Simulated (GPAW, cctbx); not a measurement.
## By hand: from a DFT structure factor to an extinction distance in Tl2GaAgF6

Tl2GaAgF6, Fm-3m (no. 225), a = 8.7508 Å, b = 8.7508 Å, c = 8.7508 Å, α = 90.00°, β = 90.00°, γ = 90.00°.

| atom | mult. | x | y | z |
| --- | --- | --- | --- | --- |
| Tl1 | 8 | 1/4 | 3/4 | 3/4 |
| Ag1 | 4 | 1/2 | 0 | 0 |
| Ga1 | 4 | 0 | 0 | 0 |
| F1 | 24 | 0 | 0 | 0.7780 |

The cell comes from substitution in a known structure type and wasn't matched to any measured phase.

A DFT run (GPAW, PBE, 550 eV, 4×4×4 k-points, Fermi–Dirac width 0.05 eV) gives the static X-ray structure factor of 020 as 250.152 e for the conventional cell; superposed free atoms give 251.572 e. **Problem.** Find the Fourier component V of the crystal potential and the two-beam extinction distance at 200 kV in both cases.

### 1. Geometry

The cell volume is Ω = 670.10 Å³ and d(020) = 4.3754 Å, so g = 1/d = 0.2286 Å⁻¹.

### 2. The nuclei

Electrons feel nuclei as well as electrons, so the nuclear charges are summed with the same phases.

Phase sums Σ exp(2πi h·x), turned so that the total is real and positive: Tl +8.000, Ag -4.000, Ga -4.000, F -8.489. Then F_Z = 81 × (+8.000) + 47 × (-4.000) + 31 × (-4.000) + 9 × (-8.489) = 259.60 e. The electron term has the same sign for this reflection.

### 3. Mott–Bethe

Poisson's equation, term by term, gives V = (e/4πε₀)(F_Z − F)/(πΩg²), with e/4πε₀ = 14.3996 V Å.

The prefactor is 14.3996 × 4.3754²/(π × 670.10) = 0.13095 V per electron. Free atoms: (259.60 − 251.572) × 0.13095 = 1.051 V. Crystal: (259.60 − 250.152) × 0.13095 = 1.237 V. F changes by -0.56 % and V by +17.7 %: the same 1.42 e is measured against F_Z − F = 8.0 e in place of F = 251.6 e.

### 4. Extinction distance

In the two-beam case ξ = 1/(λU) with U = 2γm₀eV/h², that is ξ = 150.41 V Å²/(γλV).

At 200 kV, λ = 0.02508 Å and γ = 1.3914. Free atoms: ξ = 4100 Å. Crystal: ξ = 3484 Å. The thickness fringes go as sin²(πt/ξ), so the two patterns slip by a quarter of a period when t|1/ξ₁ − 1/ξ₀| = 1/4, at t ≈ 580 nm. Thermal motion, absorption and many-beam coupling, left out here, change a real pattern.

### 5. Answer

V(020) is 1.24 V against 1.05 V, and ξ is 3484 against 4100 Å. Limits: static atoms, two beams.
